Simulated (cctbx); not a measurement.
# TbPrMg2S6 across an absorption edge

Space group Fm-3m (no. 225), a = 9.7310 Å, b = 9.7310 Å, c = 9.7310 Å, α = 90.00°, β = 90.00°, γ = 90.00°.

```
atom  mult.    x    y       z  Ueq (Å²)
 Tb1      4  1/2    0       0    0.0129
 Pr1      4    0    0       0    0.0085
  S1     24    0    0  0.7572    0.0299
 Mg1      8  1/4  1/4     3/4    0.0165
```

The model was made for the exercise: a known structure type with other elements put in, its volume estimated, not relaxed; displacement parameters are assumed.

Calculated with cctbx: free-atom f′ and f″ from the Sasaki tables, no fine structure; amplitudes in electrons.

```
E (eV)  F 1 1 1  F 4 2 2  F 3 1 3  F 2 4 4
  5364     20.6    301.4     49.9    281.2
  5714     26.7    291.6     56.1    271.7
  5844     32.5    284.4     61.8    264.7
  5904     38.2    278.1     67.4    258.6
  5934     44.1    272.1     73.2    252.7
  5949     50.0    266.2     78.9    247.0
  5956     55.2    261.0     84.0    242.0
  5960     60.8    255.7     89.4    236.7
  5968     67.5    257.3     94.1    239.4
  5972     60.7    264.0     87.2    246.0
  5979     54.9    269.7     81.4    251.5
  5994     48.9    275.8     75.1    257.3
  6024     43.1    281.4     69.0    262.8
  6114     35.5    288.0     60.8    269.2
  6364     31.1    287.9     56.5    268.9
```

**Question.** Which edge is crossed, and why do the reflections move as they do?

The L3 edge of Pr. The edge is at 5964 eV. f′ of Pr falls from -11.8 e at 5844 eV to -19.2 e at 4 eV below it, and f″ steps from 3.54 to 10.68 e across it. Over that approach |F| changes by +87 % (1 1 1), -10 % (4 2 2), +45 % (3 1 3) and -11 % (2 4 4): a reflection falls where Pr scatters in phase with the total and rises where it scatters against it; it hardly moves where the Pr term is small or cancels by symmetry. Above the edge the larger f″ enters the imaginary part, where it can add to or cancel the other atoms' f″. The structure is centrosymmetric, so Friedel mates stay equal.

[Logs are printed without paths, hosts, clocks, repeated set-up lines and the standing remarks that a program may print on its own settings, such as how far it seeks lower states.]
